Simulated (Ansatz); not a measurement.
Rows from a G0W0 calculation on CsH (rocksalt (001) film, 2 layers) (Ansatz 0.2.0; G0W0 on LDA, plane waves, PAW; 4×4×1 mesh, 169 empty bands, screening to 25 eV), in eV. Spin-orbit coupling is left out.

```
row                       k  band   start       Σx  Σc at the solution      Vxc
  A  (0.000, -0.500, 0.000)    v1  -3.399  -13.694               2.065  -10.468
  B                       Γ    c1  -0.859   -1.268              -1.311   -3.322
  C                       Γ    v2  -4.688  -12.448               2.180   -9.097
  D  (0.000, -0.500, 0.000)    c1  -0.803   -3.214              -2.490   -7.067
  E                       Γ    v1  -4.279  -12.827               2.284   -9.356
  F                       Γ    c2  -0.547   -1.074              -1.043   -2.680
```

Q: Give the quasiparticle energies and the shift of each level.

The quasiparticle equation reads E = start + Σx + Σc(E) − Vxc.

```
row  E (eV)  shift (eV)
  A  -4.559      −1.160
  B  -0.116      +0.743
  C  -5.858      −1.171
  D   0.560      +1.363
  E  -5.465      −1.186
  F   0.017      +0.564
```

Limits: not at the basis limit; coarse mesh for a sheet; no spin-orbit coupling.

[Paths, hosts, dates, memory and timing lines, banners, echoed tables and standing remarks are left out of the program output.]

[Logs are printed without paths, hosts, clocks, repeated set-up lines and the standing remarks that a program may print on its own settings, such as how far it seeks lower states.]

[Runs of the session that timed out or met a known fault of the program may be left out.]

[Cells called generated may have been cut or substituted from an entry of the Crystallography Open Database or the Materials Project.]

[Hosts, paths, dates, database ids (printed as entryN), source tags and the programs' standing remarks are cut or masked in the printed files.]
